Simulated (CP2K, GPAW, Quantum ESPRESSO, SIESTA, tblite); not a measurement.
# Running amorphous carbon (160 atoms) with SIESTA

Wanted: SIESTA inputs and outputs for amorphous carbon (160 atoms), checked against a plane-wave reference.

Main program and level: SIESTA 5.4.2; the method is named at each step.

## 1. The structure

The cell holds 160 atoms: 160 C. Its edges and angles: a = 9.922 Å, b = 9.922 Å, c = 9.922 Å, α = 90.0°, β = 90.0°, γ = 90.0°. 160 atoms (160 C) placed at random at 3.27 g/cm³, melted at 6000 K for 10 ps at fixed volume with the LCBOP (Los and Fasolino, Phys. Rev. B 68, 024107 (2003)). Quenched from 6000 K to 300 K at 500 K/ps and fixed volume, held 5 ps. Then every atom was moved at random, 0.02 Å r.m.s. a Cartesian component.

The yardstick, on the same geometry:

```
method                 : Kohn-Sham DFT, PBE, SSSP efficiency 1.3.0 pseudopotentials, plane waves (Quantum ESPRESSO 7.5); sssp-pbe-1.3.0-efficiency, cutoffs 45/360 Ry, Γ point
r.m.s. force component : 1.906 eV/Å
longest force          : 8.371 eV/Å
pressure               : 62.9 GPa
time                   : 2.5 min on 4 MPI ranks of Arm Neoverse V1, shared host
CPU time               : 10 min
```

## 2. PBE, DZP, shift 0.01 Ry, mesh 300 Ry

Method: Kohn-Sham DFT, PBE, PseudoDojo 0.4.1 norm-conserving pseudopotentials (converted to PSML), numerical atomic orbitals (DZP), diagonalisation.

The .psml files are PseudoDojo norm-conserving potentials that we converted to this format, checked against plane waves on the same files for H, C, O, Si, Ge and Ca alone.

input.fdf reads:

```
SystemLabel cell
NumberOfAtoms 160
NumberOfSpecies 1
%block ChemicalSpeciesLabel
  1 6 C
%endblock ChemicalSpeciesLabel
LatticeConstant 1.0 Ang
%block LatticeVectors
  9.92200 0.00000 0.00000
  0.00000 9.92200 0.00000
  0.00000 0.00000 9.92200
%endblock LatticeVectors
PAO.BasisSize DZP
PAO.EnergyShift 0.01 Ry
XC.Functional GGA
XC.Authors PBE
MeshCutoff 300 Ry
%block kgrid_Monkhorst_Pack
  1 0 0 0.0
  0 1 0 0.0
  0 0 1 0.0
%endblock kgrid_Monkhorst_Pack
SolutionMethod diagon
OccupationFunction FD
ElectronicTemperature 580 K
SCF.Mixer.Method Pulay
SCF.Mixer.Weight 0.05
SCF.Mixer.History 8
SCF.Mix Hamiltonian
MaxSCFIterations 300
SCF.DM.Tolerance 1e-04
SCF.H.Tolerance 1.0e-3 eV
WriteForces T
Write.HirshfeldPop T
Write.VoronoiPop T
Write.DM F
Write.H F
XML.Write F
AtomicCoordinatesFormat Fractional
%block AtomicCoordinatesAndAtomicSpecies
  0.70898 0.25724 0.82340 1
  0.81759 0.02977 0.67082 1
  0.51998 0.88749 0.13727 1
  0.42169 0.91638 0.72285 1
  0.15680 0.05738 0.72706 1
  0.78128 0.56037 0.47899 1
  0.42222 0.53393 0.69519 1
  0.26096 0.44944 0.84200 1
  0.29541 0.27867 0.69106 1
  0.13188 0.81175 0.02518 1
  0.55822 0.07303 0.00028 1
  0.43598 0.75871 0.42186 1
  0.28212 0.97941 0.24031 1
  0.84142 0.36578 0.28396 1
  0.60524 0.39357 0.34852 1
  0.13413 0.14084 0.46946 1
  0.42321 0.67099 0.74962 1
  0.87762 0.78881 0.92160 1
  0.11500 0.01481 0.94264 1
  0.50224 0.03355 0.51839 1
  0.44129 0.55342 0.30587 1
  0.63224 0.13909 0.78643 1
  0.81922 0.59652 0.24089 1
  0.70634 0.34173 0.27147 1
  0.87294 0.67763 0.49582 1
  0.30164 0.20906 0.31657 1
  0.66842 0.60827 0.92239 1
  0.55099 0.75653 0.16659 1
  0.43411 0.23148 0.28522 1
  0.65241 0.25641 0.17689 1
  0.94921 0.18411 0.99449 1
  0.14134 0.31801 0.03447 1
  0.64535 0.59729 0.44013 1
  0.78664 0.00145 0.98608 1
  0.06485 0.89210 0.58306 1
  0.19343 0.34584 0.77057 1
  0.80033 0.54341 0.75120 1
  0.78330 0.43713 0.55472 1
  0.76739 0.88616 0.47761 1
  0.38793 0.19966 0.76976 1
  0.74035 0.20945 0.08394 1
  0.25117 0.43050 0.35237 1
  0.84707 0.24989 0.77984 1
  0.26375 0.61300 0.03299 1
  0.19065 0.95554 0.62877 1
  0.88951 0.49643 0.30589 1
  0.03344 0.51818 0.31832 1
  0.70078 0.78092 0.71876 1
  0.21945 0.63118 0.16379 1
  0.47848 0.02509 0.65766 1
  0.30037 0.92628 0.53989 1
  0.34370 0.18991 0.00189 1
  0.58914 0.28425 0.58810 1
  0.05765 0.46017 0.54446 1
  0.46888 0.29600 0.51889 1
  0.19806 0.19451 0.23594 1
[... 100 atom lines left out ...]
  0.28672 0.29994 0.06292 1
  0.46725 0.16579 0.05583 1
  0.06362 0.24722 0.94582 1
  0.97954 0.83940 0.67389 1
%endblock AtomicCoordinatesAndAtomicSpecies
```

Launch:

```bash
OMP_NUM_THREADS=1 mpirun -np 4 siesta < input.fdf > output.txt
```

The program printed:

```text
Version         : 5.4.2
reinit: System Name:
reinit: System Label: cell
initatom: Reading input for the pseudopotentials and atomic orbitals ----------
Species number:   1 Atomic number:    6 Label: C
Ground state valence configuration (from tables):   2s02  2p02  3d00  4f00
---- Processing specs for species: C
GGA--PBE XC_GGA_X_PBE--XC_GGA_C_PBE pb
C pseudopotential only contains V_ls up to l=1 -- lmxkb reset.
Using PAO.SplitTailNorm
%block ChemicalSpeciesLabel
    1    6 C                       # Species index, atomic number, species label
%endblock ChemicalSpeciesLabel
%block PAO.Basis                 # Define Basis set
C                     2                    # Species label, number of l-shells
 n=2   0   2                         # n, l, Nzeta
   4.484      3.048
   1.000      1.000
 n=2   1   2 P   1                   # n, l, Nzeta, Polarization, NzetaPol
   5.436      3.692
   1.000      1.000
%endblock PAO.Basis
coor:   Atomic-coordinates input format  =     Fractional
siesta: System type = bulk
initatomlists: Number of atoms, orbitals, and projectors:    160  2080  1280
siesta: ******************** Simulation parameters ****************************
Total number of electrons:   640.000000
Total ionic charge:   640.000000
 Kpoints in:            1 . Kpoints trimmed:            1
siesta: k-grid: Number of k-points = 1
siesta: k-points from Monkhorst-Pack grid
siesta: k-cutoff (effective) =     4.961 Ang
siesta: k-point supercell and displacements
siesta: k-grid:     1     0     0      0.000
siesta: k-grid:     0     1     0      0.000
siesta: k-grid:     0     0     1      0.000
                     ====================================
                        Single-point calculation
                     ====================================
outcell: Unit cell vectors (Ang):
        9.922000    0.000000    0.000000
        0.000000    9.922000    0.000000
        0.000000    0.000000    9.922000
outcell: Cell vector modules (Ang)   :    9.922000    9.922000    9.922000
outcell: Cell angles (23,13,12) (deg):     90.0000     90.0000     90.0000
outcell: Cell volume (Ang**3)        :    976.7820
Gamma-point calculation with multiply-connected orbital pairs
Gamma-point calculation with multiply-connected orbital pairs
Folding of H and S implicitly performed
Folding of H and S implicitly performed
new_DM -- step:     1
Initializing Density Matrix...
Attempting to read DM from file... Failed...
DM filled with atomic data:
InitMesh: MESH = 108 x 108 x 108 = 1259712
InitMesh: Mesh cutoff (required, used) =   300.000   327.455 Ry
stepf: Fermi-Dirac step function
        iscf     Eharris(eV)        E_KS(eV)     FreeEng(eV)     dDmax    Ef(eV) dHmax(eV)
   scf:    1   -25417.283961   -25976.373612   -25976.644773  1.839983 -5.498233  7.515963
   scf:    2   -25987.537250   -25982.626803   -25982.916774  0.042801 -5.446064  5.057559
   scf:    3   -25991.645624   -25987.613651   -25987.921187  0.048246 -5.360379  3.332977
   scf:    4   -25995.767195   -25992.132985   -25992.450467  0.036912 -5.215045  1.661977
   scf:    5   -25996.580065   -25994.520071   -25994.843498  0.025521 -5.074579  1.559508
   scf:    6   -25997.599805   -25996.197492   -25996.521466  0.026784 -4.909650  0.984250
   scf:    7   -25997.169973   -25996.720974   -25997.044045  0.013982 -4.819452  0.612806
   scf:    8   -25997.095970   -25996.942413   -25997.262855  0.009450 -4.766060  0.238307
   scf:    9   -25997.016904   -25996.987530   -25997.307556  0.005339 -4.752474  0.105114
   scf:   10   -25996.997201   -25996.992601   -25997.312208  0.000597 -4.751157  0.077155
   scf:   11   -25997.008066   -25997.001412   -25997.320713  0.001387 -4.748637  0.035600
   scf:   12   -25997.004550   -25997.003049   -25997.322248  0.000404 -4.748424  0.022921
[...]
scf:   17   -25997.005304   -25997.005289   -25997.324462  0.000126 -4.750283  0.004558
   scf:   18   -25997.005372   -25997.005333   -25997.324523  0.000224 -4.750277  0.002789
   scf:   19   -25997.005353   -25997.005344   -25997.324546  0.000171 -4.750214  0.001753
   scf:   20   -25997.005342   -25997.005343   -25997.324551  0.000070 -4.750203  0.001007
   scf:   21   -25997.005346   -25997.005344   -25997.324553  0.000043 -4.750235  0.000606
SCF Convergence by DM+H criterion
max |DM_out - DM_in|         :     0.0000426059
max |H_out - H_in|      (eV) :     0.0006058768
SCF cycle converged after 21 iterations
Using DM_out to compute the final energy and forces
siesta: E_KS(eV) =           -25997.0053
siesta: E_KS - E_eggbox =    -25997.0053
siesta: Atomic forces (eV/Ang):
     1   -0.816209    0.861054   -0.994307
     2    0.202682    1.438630    0.288008
     3    0.191519    0.904869   -0.261681
     4   -0.076716   -1.119813   -1.074917
     5   -2.125132   -0.375933   -5.039360
     6    2.220519   -0.206867   -1.259479
     7    0.936096   -0.747060   -2.764987
     8   -0.301234   -1.756440    0.740581
     9    1.430661   -3.151967   -0.110945
    10    2.981731    1.740637    1.023692
    11   -0.107257    0.261280   -0.128964
    12    0.532976    2.966852    3.401964
[...]
156   -0.674559    0.594600    3.886462
   157   -5.691065   -0.469447   -0.722278
   158    0.814752   -2.332280   -2.053455
   159    0.029795   -2.433362    1.927983
   160   -4.254585   -3.621173    0.644179
----------------------------------------
   Tot    0.004757   -0.009318    0.005558
----------------------------------------
   Max    7.233757
   Res    2.054755    sqrt( Sum f_i^2 / 3N )
----------------------------------------
   Max    7.233757    constrained
Stress tensor Voigt[x,y,z,yz,xz,xy] (kbar):     -772.92     -740.87     -707.47      -90.75      -41.78      -46.38
(Free)E + p*V (eV/cell)   -25545.9200
Target enthalpy (eV/cell)   -25997.3246
siesta: Program's energy decomposition (eV):
siesta: Ebs     =     -9261.658994
siesta: Eions   =     45145.874890
siesta: Ena     =     11726.964063
siesta: Ekin    =     18672.919152
siesta: Enl     =      -985.508313
siesta: DEna    =      -804.893247
siesta: DUscf   =        56.800904
siesta: Ex      =     -8656.398082
siesta: Ec      =      -861.014930
siesta: Exc     =     -9517.413012
siesta: Eharris =    -25997.005346
siesta: Etot    =    -25997.005344
siesta: FreeEng =    -25997.324553
siesta: Final energy (eV):
siesta:  Band Struct. =   -9261.658994
siesta:       Kinetic =   18672.919152
siesta:       Hartree =    3693.790183
siesta:         Exch. =   -8656.398082
siesta:         Corr. =    -861.014930
siesta:   Exch.-corr. =   -9517.413012
siesta:  Ion-electron =  -24858.756101
siesta:       Ion-ion =  -13987.545566
siesta:         Total =  -25997.005344
siesta:         Fermi =      -4.750235
siesta: Stress tensor (static) (eV/Ang**3):
siesta:    -0.482421   -0.028949   -0.026076
siesta:    -0.028949   -0.462413   -0.056640
siesta:    -0.026076   -0.056639   -0.441569
siesta: Cell volume =        976.782045 Ang**3
siesta: Pressure (static):
siesta:                Solid            Molecule  Units
siesta:           0.00503328          0.00581964  Ry/Bohr**3
siesta:           0.46213432          0.53433436  eV/Ang**3
siesta:         740.42081655        856.09802546  kBar
    Orbital volume contribution        =          60.752364 eV
    (Free)E + p_basis*V_orbitals       =      -25936.572189 eV
    (Free)Eharris+ p_basis*V_orbitals  =      -25936.572190 eV
Hirshfeld Atomic Populations:
Atom #   charge [q] valence [e]  Species
     1    -0.008047    4.008047  C
     2    -0.011173    4.011173  C
     3     0.016352    3.983648  C
     4     0.007306    3.992694  C
     5    -0.016297    4.016297  C
     6     0.014513    3.985487  C
     7     0.017130    3.982870  C
     8    -0.007174    4.007174  C
     9    -0.000648    4.000648  C
    10     0.024566    3.975434  C
    11    -0.000415    4.000415  C
    12    -0.031050    4.031050  C
[...]
--------------------
 Total    -0.000035
Voronoi Atomic Populations:
Atom #   charge [q] valence [e]  Species
[...]
156    -0.001519    4.001519  C
   157     0.024438    3.975562  C
   158    -0.012912    4.012912  C
   159     0.009924    3.990076  C
   160     0.003451    3.996549  C
--------------------
 Total    -0.000036
```

Wall time 3.9 min (4 MPI ranks of Arm Neoverse V1, shared host); peak memory 2.7 GiB.

Banners, paths, timers and routine set-up lines are dropped from the logs unmarked, and long logs keep their key lines alone; longer cuts are marked.

Numbers from this run, and their distance from the reference:

```
r.m.s. force component                  : 2.055 eV/Å
r.m.s. difference of force components   : 246.2 meV/Å
longest difference of force vectors     : 856.6 meV/Å
force difference over r.m.s. force      : 12.92 %
slope of forces against the reference's : 1.073
correlation of force components         : 0.9951
pressure                                : 74.04 GPa
pressure difference                     : 11.15 GPa
```

This run lies far from the reference in forces at the same functional.

The surroundings of C47, which has 4 bonded neighbours where the commonest count for C is 3, nearest first, numbered as they follow in the input and with coordinates relative to it.

```csv
atom,x,y,z,distance (Å),bonds,Hirshfeld charge (e),Fx,Fy,Fz (eV/Å)
C47,0.00,0.00,0.00,0.00,4,0.00,0.59,-2.04,0.80
C73,0.37,0.43,1.30,1.42,3,0.01,1.23,2.26,0.28
C149,0.44,0.83,-1.09,1.44,4,0.02,0.68,1.62,-1.28
C46,-1.43,-0.22,-0.12,1.45,3,0.01,-0.57,0.58,3.38
C105,0.87,-1.14,-0.20,1.45,3,0.01,-0.30,-1.12,2.51
C132,-0.13,0.09,-2.27,2.28,3,0.00,-1.88,2.73,4.16
C142,0.00,2.21,-0.70,2.32,3,-0.02,0.86,0.11,-0.15
C54,0.24,-0.58,2.24,2.33,3,-0.01,0.83,0.34,2.33
C42,2.16,-0.87,0.34,2.35,3,0.00,0.19,-0.30,0.74
C23,-2.13,0.78,-0.77,2.39,3,0.00,-0.54,0.25,0.36
C66,1.17,1.62,1.34,2.41,3,-0.01,-1.72,-3.18,1.21
C14,-1.91,-1.51,-0.34,2.46,3,0.00,2.22,-0.06,-1.16
C106,0.51,-2.34,-0.75,2.51,3,0.01,-2.87,1.71,-1.18
```

Forces lie 13 % from the reference's, at 1.5 times its CPU time.

## 3. PBE, SZ, shift 0.01 Ry, mesh 300 Ry

Method: Kohn-Sham DFT, PBE, PseudoDojo 0.4.1 norm-conserving pseudopotentials (converted to PSML), numerical atomic orbitals (SZ), diagonalisation.

Edit input.fdf of step 2 so:

```diff
@@ -12,3 +12,3 @@
 %endblock LatticeVectors
-PAO.BasisSize DZP
+PAO.BasisSize SZ
 PAO.EnergyShift 0.01 Ry
```

Launch:

```bash
OMP_NUM_THREADS=1 siesta < input.fdf > output.txt
```

The program printed:

```text
Version         : 5.4.2
reinit: System Name:
reinit: System Label: cell
initatom: Reading input for the pseudopotentials and atomic orbitals ----------
Species number:   1 Atomic number:    6 Label: C
Ground state valence configuration (from tables):   2s02  2p02  3d00  4f00
---- Processing specs for species: C
GGA--PBE XC_GGA_X_PBE--XC_GGA_C_PBE pb
[... lines left out ...]
        iscf     Eharris(eV)        E_KS(eV)     FreeEng(eV)     dDmax    Ef(eV) dHmax(eV)
[... lines left out ...]
SCF Convergence by DM+H criterion
[... lines left out ...]
SCF cycle converged after 21 iterations
[... lines left out ...]
   Max    9.007281
[... lines left out ...]
   Max    9.007281    constrained
Stress tensor Voigt[x,y,z,yz,xz,xy] (kbar):    -1042.59     -952.34     -924.29     -180.70       -7.63      -90.52
[... lines left out ...]
siesta: FreeEng =    -25787.027640
[... lines left out ...]
siesta:         Fermi =      -5.048015
[... lines left out ...]
siesta:    -0.056499   -0.594402   -0.112781
siesta:    -0.004762   -0.112781   -0.576896
siesta: Cell volume =        976.782045 Ang**3
siesta: Pressure (static):
siesta:                Solid            Molecule  Units
siesta:           0.00661480          0.00747691  Ry/Bohr**3
siesta:           0.60734306          0.68649840  eV/Ang**3
siesta:         973.07086444       1099.89169585  kBar
    Orbital volume contribution        =          31.091430 eV
    (Free)E + p_basis*V_orbitals       =      -25755.936210 eV
    (Free)Eharris+ p_basis*V_orbitals  =      -25755.936207 eV
Hirshfeld Atomic Populations:
Atom #   charge [q] valence [e]  Species
     1    -0.000474    4.000474  C
     2    -0.011984    4.011984  C
     3     0.006223    3.993777  C
[...]
--------------------
 Total    -0.000035
Voronoi Atomic Populations:
Atom #   charge [q] valence [e]  Species
[...]
159     0.004661    3.995339  C
   160     0.009476    3.990524  C
--------------------
 Total    -0.000035
```

Wall time 2.3 min (1 thread); peak memory 0.72 GiB.

Compared with the plane-wave run:

* r.m.s. force component: 2.611 eV/Å
* r.m.s. difference of force components: 989 meV/Å
* longest difference of force vectors: 3337 meV/Å
* force difference over r.m.s. force: 51.89 %
* slope of forces against the reference's: 1.304
* correlation of force components: 0.9516
* pressure: 97.31 GPa
* pressure difference: 34.41 GPa

This is a coarse setting, run to see what it loses.

Against the first run (13 %), the force difference from the reference is 52 %, at 0.15 times the CPU time (on 1 against 4 cores), with 640 basis functions against 2080: the smaller basis costs accuracy.

## 4. VdW-DF2, PBE potentials, DZP, shift 0.01 Ry, mesh 300 Ry

Method: Kohn-Sham DFT, vdW-DF2, PseudoDojo 0.4.1 norm-conserving pseudopotentials (converted to PSML), numerical atomic orbitals (DZP), diagonalisation.

Edit input.fdf of step 3 so:

```diff
@@ -12,6 +12,6 @@
 %endblock LatticeVectors
-PAO.BasisSize SZ
+PAO.BasisSize DZP
 PAO.EnergyShift 0.01 Ry
-XC.Functional GGA
-XC.Authors PBE
+XC.Functional VDW
+XC.Authors LMKLL
 MeshCutoff 300 Ry
```

Launch:

```bash
OMP_NUM_THREADS=1 mpirun -np 4 siesta < input.fdf > output.txt
```

The program printed:

```text
Version         : 5.4.2
reinit: System Name:
reinit: System Label: cell
initatom: Reading input for the pseudopotentials and atomic orbitals ----------
Species number:   1 Atomic number:    6 Label: C
Ground state valence configuration (from tables):   2s02  2p02  3d00  4f00
---- Processing specs for species: C
GGA--PBE XC_GGA_X_PBE--XC_GGA_C_PBE pb
C pseudopotential only contains V_ls up to l=1 -- lmxkb reset.
Using PAO.SplitTailNorm
%block ChemicalSpeciesLabel
    1    6 C                       # Species index, atomic number, species label
[... lines left out ...]
stepf: Fermi-Dirac step function
        iscf     Eharris(eV)        E_KS(eV)     FreeEng(eV)     dDmax    Ef(eV) dHmax(eV)
[... lines left out ...]
SCF Convergence by DM+H criterion
[... lines left out ...]
SCF cycle converged after 21 iterations
[... lines left out ...]
   Max    7.299681
[... lines left out ...]
   Max    7.299681    constrained
Stress tensor Voigt[x,y,z,yz,xz,xy] (kbar):     -940.98     -909.10     -875.81      -91.85      -42.29      -43.76
[... lines left out ...]
siesta: FreeEng =    -26252.705555
[... lines left out ...]
siesta:       Kinetic =   19015.394999
siesta:       Hartree =    3811.219626
siesta:         Exch. =   -8776.612687
siesta:         Corr. =   -1046.437563
siesta:   Exch.-corr. =   -9823.050250
siesta:  Ion-electron =  -25348.880061
siesta:       Ion-ion =  -13907.067819
siesta:         Total =  -26252.383505
siesta:         Fermi =      -4.739891
siesta: Stress tensor (static) (eV/Ang**3):
siesta:    -0.587314   -0.027313   -0.026393
siesta:    -0.027313   -0.567416   -0.057331
siesta:    -0.026393   -0.057331   -0.546635
siesta: Cell volume =        976.782045 Ang**3
siesta: Pressure (static):
siesta:                Solid            Molecule  Units
siesta:           0.00617674          0.00696494  Ry/Bohr**3
siesta:           0.56712174          0.63949146  eV/Ang**3
siesta:         908.62920319       1024.57827807  kBar
    Orbital volume contribution        =          62.444777 eV
    (Free)E + p_basis*V_orbitals       =      -26190.260778 eV
    (Free)Eharris+ p_basis*V_orbitals  =      -26190.260797 eV
Hirshfeld Atomic Populations:
Atom #   charge [q] valence [e]  Species
     1    -0.008713    4.008713  C
     2    -0.011763    4.011763  C
     3     0.014745    3.985255  C
[...]
--------------------
 Total     0.000043
Voronoi Atomic Populations:
Atom #   charge [q] valence [e]  Species
[...]
159     0.010036    3.989964  C
   160     0.004111    3.995889  C
--------------------
 Total     0.000043
```

Wall time 5.9 min (4 MPI ranks); peak memory 3.1 GiB.

Compared with the plane-wave run:

```yaml
r_m_s_force_component: 2.059 eV/Å
r_m_s_difference_of_force_components: 229.6 meV/Å
longest_difference_of_force_vectors: 827 meV/Å
force_difference_over_r_m_s_force: 12.05 %
slope_of_forces_against_the_reference_s: 1.076
correlation_of_force_components: 0.9962
pressure: 90.86 GPa
pressure_difference: 27.97 GPa
```

Against the first run (13 %), the force difference from the reference is 12 %, at 1.5 times the CPU time; the model has changed, so this is no error of the program alone.

(Part 1 of 2 ends here.)

[Also dropped from logs without a mark: logging warnings of Python, and SIESTA's first energy breakdown and zero terms.]

[Logs are printed without paths, hosts, clocks, repeated set-up lines and the standing remarks that a program may print on its own settings, such as how far it seeks lower states.]

[Hosts, paths, dates, database ids (printed as entryN), source tags and the programs' standing remarks are cut or masked in the printed files.]
